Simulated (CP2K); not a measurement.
Two runs for the C K edge of carbonyl fluoride. Run A: CP2K XAS_TDP, all-electron GAPW, PBEh(45%), aug-cc-pVTZ, TDA, no relativity. Run B differs in one setting.

First lines with a strength over 0.0015. A:

| atom | energy (eV) | states | strength, one atom |
| --- | --- | --- | --- |
| C2 (bonded to 2 F and O) | 285.63 | 1 | 0.0901 |
|  | 289.54 | 1 | 0.0154 |
|  | 292.17 | 1 | 0.0966 |
|  | 292.74 | 2 | 0.0139 |
|  | 293.12 | 2 | 0.0089 |

B:

| atom | energy (eV) | states | strength, one atom |
| --- | --- | --- | --- |
| C2 (bonded to 2 F and O) | 287.56 | 1 | 0.0945 |
|  | 291.61 | 1 | 0.0170 |
|  | 294.09 | 1 | 0.1060 |
|  | 294.91 | 1 | 0.0137 |
|  | 294.99 | 1 | 0.0018 |

**Question.** Which was it: scalar relativity switched on, the functional, the basis, GW2X switched on?

The functional (functional from PBEh(45%) to BHandHLYP; the lines alone don't name the new value). A functional moves all lines by electronvolts and changes their spacings and strengths. Against PBEh(45%) in aug-cc-pVTZ, the leading line moves by +1.93 eV, to 287.56 eV; the strength of C2's goes from 0.0901 to 0.0945. The next line of C2 over the strength cut lies 4.05 eV higher, against 3.91.

[Hosts, paths, dates, database ids (printed as entryN), source tags and the programs' standing remarks are cut or masked in the printed files.]
